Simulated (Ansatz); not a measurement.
## Quasiparticle gap of GaN (F-43m)

Aim: the quasiparticle gap of GaN (F-43m), starting from PBE.

Program: Ansatz 0.2.0. Level of theory: PBE, then G0W0 on it, plane waves, PAW. Results are calculated unless marked as measured.

**Experimental background.**

- Gap 3.23 eV: absorption onset (direct gap at Gamma) of unexcited film, from imaginary part of dielectric function; spectroscopic ellipsometry (steady-state reference of time-resolved measurement); 300 K; film on 3C-SiC/Si(001) (“Femtosecond pump-probe absorption edge spectroscopy of cubic GaN”, 2022, arxiv:2206.02223).

Most raw output is cut from this account.

In doubt: masses and optical values from hybrid runs of this build are listed as unsure (in some of the runs), which bears on the screening that GW takes from such a start.

## Step 1: The structure

It takes space group F-43m (No. 216, cubic). The conventional cell has a = 4.507 Å, b = 4.507 Å, c = 4.507 Å, α = 90.00°, β = 90.00°, γ = 90.00°. Ga has 4 N at 1.95 Å nearest. N has 4 Ga at 1.95 Å nearest. Farther neighbours and most contacts between anions are not listed.

As a file:

```cif
data_structure
_symmetry_space_group_name_H-M 'F-43m'
_symmetry_Int_Tables_number 216
_cell_length_a 4.5070
_cell_length_b 4.5070
_cell_length_c 4.5070
_cell_angle_alpha 90.000
_cell_angle_beta 90.000
_cell_angle_gamma 90.000
_cell_volume 91.55
loop_
_atom_site_label
_atom_site_type_symbol
_atom_site_symmetry_multiplicity
_atom_site_Wyckoff_symbol
_atom_site_fract_x
_atom_site_fract_y
_atom_site_fract_z
_atom_site_occupancy
Ga1 Ga 4 a 0.00000 0.00000 0.00000 1
N1 N 4 c 0.25000 0.25000 0.25000 1
```

The cell and positions are those that the Materials Project relaxed with its own functionals (PBE, PBE+U or r2SCAN), kept fixed. This is not the form that GaN usually takes at ambient conditions.

## Step 2: The PBE band structure

Levels along a band path and on the mesh show where this functional puts the band edges.

This step: DFT, PBE, plane waves, PAW; PAW set soft_1.

Input file input.yaml:

```yaml
crystal:
  lattice:
    - [0.0, 2.2535006075, 2.2535006075]
    - [2.2535006075, 0.0, 2.2535006075]
    - [2.2535006075, 2.2535006075, 0.0]
  atoms:
    - { symbol: Ga, position: [0.0, 0.0, 0.0] }
    - { symbol: "N", position: [0.75, 0.75, 0.75] }
kpoints:
  mp_grid: { grid: [8, 8, 8] }
  band_path:
    path:
      - [[0.0, 0.0, 0.0], [-0.5, -0.5, 0.0], [-0.375, -0.375, 0.25]]
      - [[-0.375, 0.0, 0.375], [0.0, 0.0, 0.0], [0.0, 0.0, 0.5], [-0.5, -0.25, 0.25], [-0.5, -0.5, 0.0]]
    npoints: 10
hamiltonian:
  xc: pbe
  pseudopotentials: { kind: paw, azcp: { folder: soft_1 } }
scf:
  occupations: { method: fermi_dirac, width: 0.02 }
  n_extra_bands: 4
output:
  eigenvalues: true
  write_density: true
  write_potential: true
  elf: true
  volumetric_format: npy
```

Started as:

```sh
$ ansatz run input.yaml --threads 3 --pin off --max-ram 92160MiB --backend cuda --events-out ev --progress --plain --runs-dir out --devices 1 --max-vram 13GiB
```

Elapsed: 6.3 s, on 1 × NVIDIA H100 80GB HBM3 (shared by 6 runs) with 3 threads of AMD EPYC 7R13 (Zen 3), shared host; peak memory 0.88 GiB.

Numbers from this step:

```
filled bands         : 9
gap                  : 1.718 eV
valence top at       : Γ
conduction bottom at : Γ
least direct gap     : 1.718 eV
```

Over mesh and path the gap is 1.718 eV, direct, at k = Γ.

The electronic bands at the labelled points (eV, zero at the top of the highest nominally filled band):

| point | band 6 | band 7 | band 8 | band 9 | band 10 | band 11 | band 12 | band 13 |
| --- | --- | --- | --- | --- | --- | --- | --- | --- |
| Γ | -13.17 | 0.00 | 0.00 | 0.00 | 1.72 | 10.32 | 10.32 | 10.32 |
| halfway | -12.97 | -3.43 | -1.49 | -1.49 | 4.57 | 7.40 | 11.60 | 12.00 |
| X | -11.47 | -6.12 | -2.70 | -2.70 | 3.35 | 6.67 | 11.70 | 13.96 |
| halfway | -11.40 | -6.03 | -3.34 | -2.56 | 3.94 | 7.12 | 11.57 | 13.60 |
| U | -11.31 | -5.86 | -4.25 | -2.17 | 5.00 | 7.86 | 11.07 | 12.84 |
| jump to K | -11.31 | -5.86 | -4.25 | -2.17 | 5.00 | 7.86 | 11.07 | 12.84 |
| halfway | -12.82 | -4.19 | -2.12 | -0.53 | 5.21 | 8.50 | 9.62 | 11.15 |
| Γ | -13.17 | 0.00 | 0.00 | 0.00 | 1.72 | 10.32 | 10.32 | 10.32 |
| halfway | -13.11 | -3.85 | -0.52 | -0.52 | 4.06 | 8.78 | 10.77 | 10.77 |
| L | -11.90 | -7.03 | -0.97 | -0.97 | 4.64 | 8.72 | 10.37 | 10.37 |
| halfway | -11.59 | -6.41 | -3.00 | -1.77 | 6.63 | 7.01 | 10.09 | 11.70 |
| W | -11.19 | -5.69 | -3.69 | -3.63 | 6.22 | 8.39 | 10.27 | 11.11 |
| halfway | -11.33 | -5.94 | -3.21 | -3.18 | 4.58 | 7.47 | 11.46 | 12.27 |
| X | -11.47 | -6.12 | -2.70 | -2.70 | 3.35 | 6.67 | 11.70 | 13.96 |

Electrostatic potential energy in the ac plane of a cell with a along [110], b along [-110] and c along [001] of the cube at fractional y = 0.000, with atoms of Ga and N within 0.2 Å of it. With pseudopotentials it is smooth inside the atoms' cores, unlike the true potential.

Ten even steps from '_' (-33 eV) to '@' (46 eV), each cell a mean:
```
@@##==++++++==++@@@@##==++++++==++@@
++====++++++====++++====++++++====++
====++++++++++++======++++++++++++==
++++++++++++++++++++++++++++++++++++
++++++++++++++++++++++++++++++++++++
++++++++++++++++++++++++++++++++++++
++++++++++++++++++++++++++++++++++++
++++++--..::==++++++++++--..::==++++
++++==..____--++++++++==..____--++++
======..____--==========..____--====
##++====----====**##++====----====**
@@%%==++++++==++@@@@%%==++++++==++@@
```
Columns run along a (6.4 Å; values clipped at the 3rd and 97th percentile), rows up along c (4.5 Å), edges of the conventional cell, whose origin can differ from the input's. Atoms in or near the plane, at fractional coordinates: Ga at (0.50, 0.00), Ga at (0.00, 0.00), N at (0.75, 0.25), N at (0.25, 0.25).

ELF in the ac plane of a cell with a along [110], b along [-110] and c along [001] of the cube at fractional y = 0.000, with atoms of Ga and N within 0.2 Å of it. It is the smooth field of the valence electrons, not physical close to the nuclei.

Ten even steps from '0' (0.02) to '9' (0.79), each cell a mean:
```
012222210012222210
122100121122100121
211000112211000112
100000001100000001
000011000000011000
001343200001343200
014798620014798620
037989851037989851
149835972149835972
238957952238957952
025999731025999731
002576310002576310
```
Columns run along a (6.4 Å), rows up along c (4.5 Å), edges of the conventional cell, whose origin can differ from the input's. Atoms in or near the plane, at fractional coordinates: Ga at (0.50, 0.00), Ga at (0.00, 0.00), N at (0.75, 0.25), N at (0.25, 0.25).

## Step 3: The quasiparticle correction

G0W0 replaces the xc potential by a self-energy built once from the orbitals of the start. Levels are corrected in the window of bands that the input names, at points of the mesh.

This step: G0W0 on PBE, plane waves, PAW.

Input file input.yaml:

```yaml
crystal:
  lattice:
    - [0.0, 2.2535006075, 2.2535006075]
    - [2.2535006075, 0.0, 2.2535006075]
    - [2.2535006075, 2.2535006075, 0.0]
  atoms:
    - { symbol: Ga, position: [0.0, 0.0, 0.0] }
    - { symbol: "N", position: [0.75, 0.75, 0.75] }
kpoints:
  mp_grid: { grid: [10, 10, 10] }
hamiltonian:
  xc: pbe
  pseudopotentials: { kind: paw, source: ansatz }
scf:
  occupations: { method: fixed }
gw:
  n_empty_bands: 384
  ecut_chi: 380
  qp_bands: [v2, c2]
  qp_kpoints: band_edges
  screening: { model: contour_deformation }
```

The job ended after 7.9 min (1 × NVIDIA H100 80GB HBM3 (shared by 6 runs) with 3 threads; peak memory 3.7 GiB).

Numbers from this step:

```
bands summed                                    : 397
RPA ε∞ on this mesh (eigenvalues)               : 5.743, 5.743, 5.743
plane waves in the screening matrix             : 387
q-points in the mesh                            : 1000
G0W0 gap over the corrected points              : 2.913 eV
k of the valence top                            : 0, 0, 0
k of the conduction bottom                      : 0, 0, 0
starting gap on the mesh                        : 1.734 eV
Z at the valence top                            : 0.7684
Z at the conduction bottom                      : 0.8062
least direct G0W0 gap over the corrected points : 2.913 eV
```

Over 18 of 47 irreducible mesh points the G0W0 gap is 2.913 eV, direct, at k = Γ. The PBE gap of this run on the mesh is 1.734 eV. The two states that bound the G0W0 gap lie that far apart at the start, so the correction of the gap is 2.913 − 1.734 = +1.179 eV. The start of this run differs from the step before in mesh (8×8×8 and 10×10×10), files (soft_1 PAW and hard PAW) and plane-wave cutoff (420 eV and 1020 eV).

Labels follow the order of the start: v1 is the top filled band, c1 the lowest empty one; levels that stay degenerate share a row, the window can cut a multiplet, doubted levels are not marked in this list, bands outside the window were not corrected, and the list may be a part of the corrected levels. The levels before and after the correction (eV, zero at the valence-band top of each column):

|  | conduction bottom | valence top |
| --- | --- | --- |
| Kohn-Sham | 1.73 | 0.00 |
| G0W0 | 2.91 | 0.00 |

|  | level | occupation | energy (eV) |
| --- | --- | --- | --- |
| Kohn-Sham | Γ v2-v1 | 2 | 0.000 |
| Kohn-Sham | Γ c1 | 0 | 1.734 |
| Kohn-Sham | Γ c2 | 0 | 10.315 |
| G0W0 | Γ v2-v1 | 2 | 0.000 |
| G0W0 | Γ c1 | 0 | 2.913 |
| G0W0 | Γ c2 | 0 | 11.818 |

The parts of the quasiparticle energy for the two states that bound the G0W0 gap, in eV on the run's own scale (QP = start + Σx + Σc − Vxc, with Σc at the quasiparticle energy):

| edge | k | band | start | Σx | Σc | Vxc | Z | QP |
| --- | --- | --- | --- | --- | --- | --- | --- | --- |
| valence top | Γ | 12 | 11.049 | −23.814 | 2.563 | −20.267 | 0.768 | 10.065 |
| conduction bottom | Γ | 14 | 12.782 | −11.646 | −3.844 | −15.686 | 0.806 | 12.978 |

## Step 4: Spin-orbit coupling

This run has two-component orbitals with spin-orbit coupling.

This step: DFT, PBE with spin-orbit coupling, plane waves, PAW; PAW set soft_1.

Input file input.yaml:

```yaml
crystal:
  lattice:
    - [0.0, 2.2535006075, 2.2535006075]
    - [2.2535006075, 0.0, 2.2535006075]
    - [2.2535006075, 2.2535006075, 0.0]
  atoms:
    - { symbol: Ga, position: [0.0, 0.0, 0.0] }
    - { symbol: "N", position: [0.75, 0.75, 0.75] }
kpoints:
  mp_grid: { grid: [8, 8, 8] }
  band_path:
    path:
      - [0.0, 0.0, 0.0]
      - [-0.5, -0.5, 0.0]
      - [-0.375, -0.375, 0.25]
      - [-0.375, 0.0, 0.375]
      - [0.0, 0.0, 0.5]
      - [-0.5, -0.25, 0.25]
    npoints: 1
hamiltonian:
  xc: pbe
  pseudopotentials: { kind: paw_fr, azcp: { folder: soft_1 } }
scf:
  occupations: { method: fixed }
  n_extra_bands: 8
magnetization:
  noncollinear: true
  spin_orbit: true
output:
  eigenvalues: true
```

Run time: 14 s. Hardware: 1 × NVIDIA H100 80GB HBM3 (shared by 6 runs) with 3 threads; peak memory 0.89 GiB.

This step gave:

```yaml
gap: 1.715 eV
valence_top_at: Γ
conduction_bottom_at: Γ
least_direct_gap: 1.715 eV
```

Over mesh and listed points the gap is 1.715 eV, direct, at k = Γ. PBE+SOC against PBE: 1.715 − 1.718 = −0.003 eV, with the same mesh, set of files (read in its fully relativistic form for the spin-orbit run) and cutoff, and both edges at the same k points. The spin-orbit run sees mesh and listed points alone, so its gap is an upper bound: the coupling can move an edge off these points, the more so as this crystal has no centre of inversion, and the change over the zone, its sign included where it is small, is not known.

## Step 5: The runs together

Each gap is the least one over the points named; times are wall times on shared hosts, not benchmarks. A G0W0 time includes the run's own self-consistent start. Runs with listed points see these and the mesh alone, so an edge that moves elsewhere is missed. Rows marked * are further runs, not shown as steps, whose inputs differ from the G0W0 step on the same start in the columns given; solver thresholds can differ too.

```csv
level,mesh,"files, cutoff","bands summed, screening",points,gap (eV),valence top,conduction bottom,least direct gap (eV),time
PBE,8×8×8,"soft_1 PAW, 420 eV",-,mesh and path,1.718,Γ,Γ,1.718,6.3 s
PBE+SOC,8×8×8,"soft_1 PAW, 420 eV",-,mesh and listed points,1.715,Γ,Γ,1.715,14 s
G0W0@PBE*,10×10×10,"hard PAW, 1020 eV","108, 150 eV",18 of 47 irreducible mesh points,2.849,Γ,Γ,2.849,95 s
G0W0@PBE*,10×10×10,"hard PAW, 1020 eV","218, 250 eV",18 of 47 irreducible mesh points,2.884,Γ,Γ,2.884,3.2 min
G0W0@PBE,10×10×10,"hard PAW, 1020 eV","397, 380 eV",18 of 47 irreducible mesh points,2.913,Γ,Γ,2.913,7.9 min
G0W0@PBE*,12×12×12,"hard PAW, 1020 eV","108, 150 eV",23 of 72 irreducible mesh points,2.847,Γ,Γ,2.847,5.6 min
```

Computed less measured, in eV, for the reports listed at the start; nothing is added to the computed values:

```csv
row,computed (eV),3.23 eV (2022)
"PBE, gap",1.718,−1.512
"PBE+SOC, gap",1.715,−1.515
"G0W0@PBE, gap",2.913,−0.317
```

## Step 6: Summary of results

```
PBE gap over mesh and path                         : 1.718 eV, direct, at k = Γ
G0W0@PBE gap over 18 of 47 irreducible mesh points : 2.913 eV, direct, at k = Γ
PBE+SOC gap over mesh and listed points            : 1.715 eV
GW settings                                        : 10×10×10 mesh, 384 empty bands, screening to 380 eV, hard PAW files
known limits                                       : finite bands, screening cutoff and k mesh; no spin-orbit coupling in G0W0; d shells not analysed
```

Over 18 of 47 irreducible mesh points the G0W0 gap is 2.913 eV, direct, at k = Γ. The PBE gap of this run on the mesh is 1.734 eV. The two states that bound the G0W0 gap lie that far apart at the start, so the correction of the gap is 2.913 − 1.734 = +1.179 eV. The valence state moves by 10.065 − 11.049 = −0.984 eV and the conduction state by 12.978 − 12.782 = +0.196 eV, on the run's own scale; with 108 bands the edge states move by −0.624 and +0.492 eV, so the split between the edges depends on the bands and cutoff. Both edges that PBE shows over mesh and path lie at k points where levels were corrected. Levels at other points were not corrected, so a lower G0W0 gap elsewhere in the zone is not ruled out. From 108 bands and 150 eV to 397 bands and 380 eV the gap moves by 2.913 − 2.849 = +0.064 eV (rung by rung 2.849, 2.884, 2.913 eV); bands and screening cutoff rise together, so their parts are not told apart. A line in one over the bands through the two highest rungs gives 2.913 + (2.913 − 2.884) × 218 / (397 − 218) = 2.948 eV, and through the pair below 2.884 + (2.884 − 2.849) × 108 / (218 − 108) = 2.918 eV. From the gaps as printed the two differ by 0.030 eV, at the edge of the 0.030 eV asked, so no limit is taken and it is not known. With the 12×12×12 mesh in place of the 10×10×10 mesh and all else as in the G0W0@PBE row with 108 bands, the gap differs by 2.847 − 2.849 = −0.002 eV, and that of the start by 1.734 − 1.734 = +0.000 eV. G0W0 on other starts in this series, not shown as steps and not all at these settings: 3.485 eV on HSE06 (10×10×10, hard PAW, 218 bands, 250 eV), 3.667 eV on PBE0 (10×10×10, hard PAW, 218 bands, 250 eV) and 2.927 eV on LDA (10×10×10, hard PAW, 218 bands, 250 eV). PBE+SOC against PBE: 1.715 − 1.718 = −0.003 eV, with the same mesh, set of files (read in its fully relativistic form for the spin-orbit run) and cutoff, and both edges at the same k points. The spin-orbit run sees mesh and listed points alone, so its gap is an upper bound: the coupling can move an edge off these points, the more so as this crystal has no centre of inversion, and the change over the zone, its sign included where it is small, is not known. What spin-orbit coupling does to the G0W0 levels was not computed, so no sum with the G0W0 gap is formed. Against experiment, G0W0@PBE at 2.913 eV lies −0.317 eV from 3.23 eV (2022). The differences hold parts that these runs do not separate: finite bands, cutoffs and mesh, points of the zone that were not corrected, the start of G0W0, spin-orbit coupling missing from it, static nuclei, no electron-hole attraction, a cell that is not a measured one, and what each experiment reads as the gap. How much each gives is not known from the steps shown. The G0W0 runs are scalar-relativistic. One-shot GW is known to converge slowly in bands for compounds with shallow d shells. The cell holds Ga; the filling of the d shell and its place against the gap were not analysed here. G0W0 is shown with one set of atomic data (hard PAW), so the error from the files is not known here.

[Paths, hosts, dates, memory and timing lines, banners, echoed tables and standing remarks are left out of the program output.]

[Logs are printed without paths, hosts, clocks, repeated set-up lines and the standing remarks that a program may print on its own settings, such as how far it seeks lower states.]

[Runs of the session that timed out or met a known fault of the program may be left out.]

[Cells called generated may have been cut or substituted from an entry of the Crystallography Open Database or the Materials Project.]

[Hosts, paths, dates, database ids (printed as entryN), source tags and the programs' standing remarks are cut or masked in the printed files.]

[Where an RPA ε∞ is given, it is that of the G0W0 mesh and is not shown converged in it. Names of k-points follow the symmetry that the program found, which can be lower than the space group named. Band edges on a path are those of the sampled points; other points can move an edge, and change direct to indirect where valleys lie close.]

[Hybrid gaps are those of their k-mesh and are not shown converged in it.]
